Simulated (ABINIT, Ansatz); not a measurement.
## Quasiparticle gap of CO2 (P4_2/mnm) in ABINIT

It takes space group P4_2/mnm (No. 136, tetragonal). The conventional cell has a = 4.227 Å, b = 4.227 Å, c = 4.688 Å, α = 90.00°, β = 90.00°, γ = 90.00°. C has 2 O at 1.17 Å nearest. Nearest to O lie 1 C at 1.17 Å. Farther neighbours, and contacts between anions beyond the nearest, are not listed.

```yaml
method: RPA screening on LDA, plane waves, norm-conserving pseudopotentials (and 2 further levels or steps)
program: ABINIT 10.8.3
settings: cutoff 37 Ha, PseudoDojo scalar-relativistic 0.4.1 standard, norm-conserving, ngkpt (2, 2, 2), nband 57, ecuteps 3.6 Ha, inclvkb 2, shiftk (0, 0, 0), symchi 1, awtr 1, frequency ppm, 2×2×2 k-mesh
cost: 5 runs, 1.9 min in all on 4 MPI ranks of AMD EPYC 7R32 (Zen 2), shared host
notes: The program’s warnings: nkpt*nsppol () is not a multiple of nproc spkpt (). The cell and positions are those that the Materials Project relaxed with its own functionals (PBE, PBE+U or r2SCAN), kept fixed. The 2×2×2 mesh is coarse for this cell, which bears on the long-range parts of exchange and screening.
lda_gap: 6.32 eV, indirect
g0w0_gap_on_the_mesh: 10.20 eV
gw_settings: 2×2×2 mesh, 57 bands, screening to 98 eV, Godby-Needs plasmon pole
known_limits: short of the basis limit; coarse k mesh
```

G0W0 moves the gap on the mesh from 6.32 eV to 10.20 eV (+3.87 eV), with Z of 0.83 and 0.89 at the edges. Local fields lower the RPA ε∞ on this mesh from 2.25 to 1.87; a Γ-centred mesh this coarse tends to raise both, most where the direct gap is narrow, while a short band sum lowers them.

[Long decimals in the printed logs are rounded to 6 places.]

[Logs are printed without paths, hosts, clocks, repeated set-up lines and the standing remarks that a program may print on its own settings, such as how far it seeks lower states.]

[Paths, hosts, dates, memory and timing lines, banners, echoed tables and standing remarks are left out of the program output; an Ansatz launch command may be rebuilt from the run's recorded settings. Measured values are a selection of at most five: reports struck by readers or far from the other reports are left out. None is set beside runs whose start may be inverted or whose files or cutoffs have a known fault.]

[Runs of the session that timed out or met a known fault of the program may be left out.]

[Hosts, paths, dates, database ids (printed as entryN), source tags and the programs' standing remarks are cut or masked in the printed files.]

[G0W0 gaps are taken among the corrected bands and points alone; a level outside them can change the order at an edge.]

[Where Ansatz stands beside ABINIT at settings called matched, ABINIT's density can come from a denser mesh and the files from another edition; pairs whose starting gaps differed by over 0.03 eV were left out, so agreement reads better than it is.]
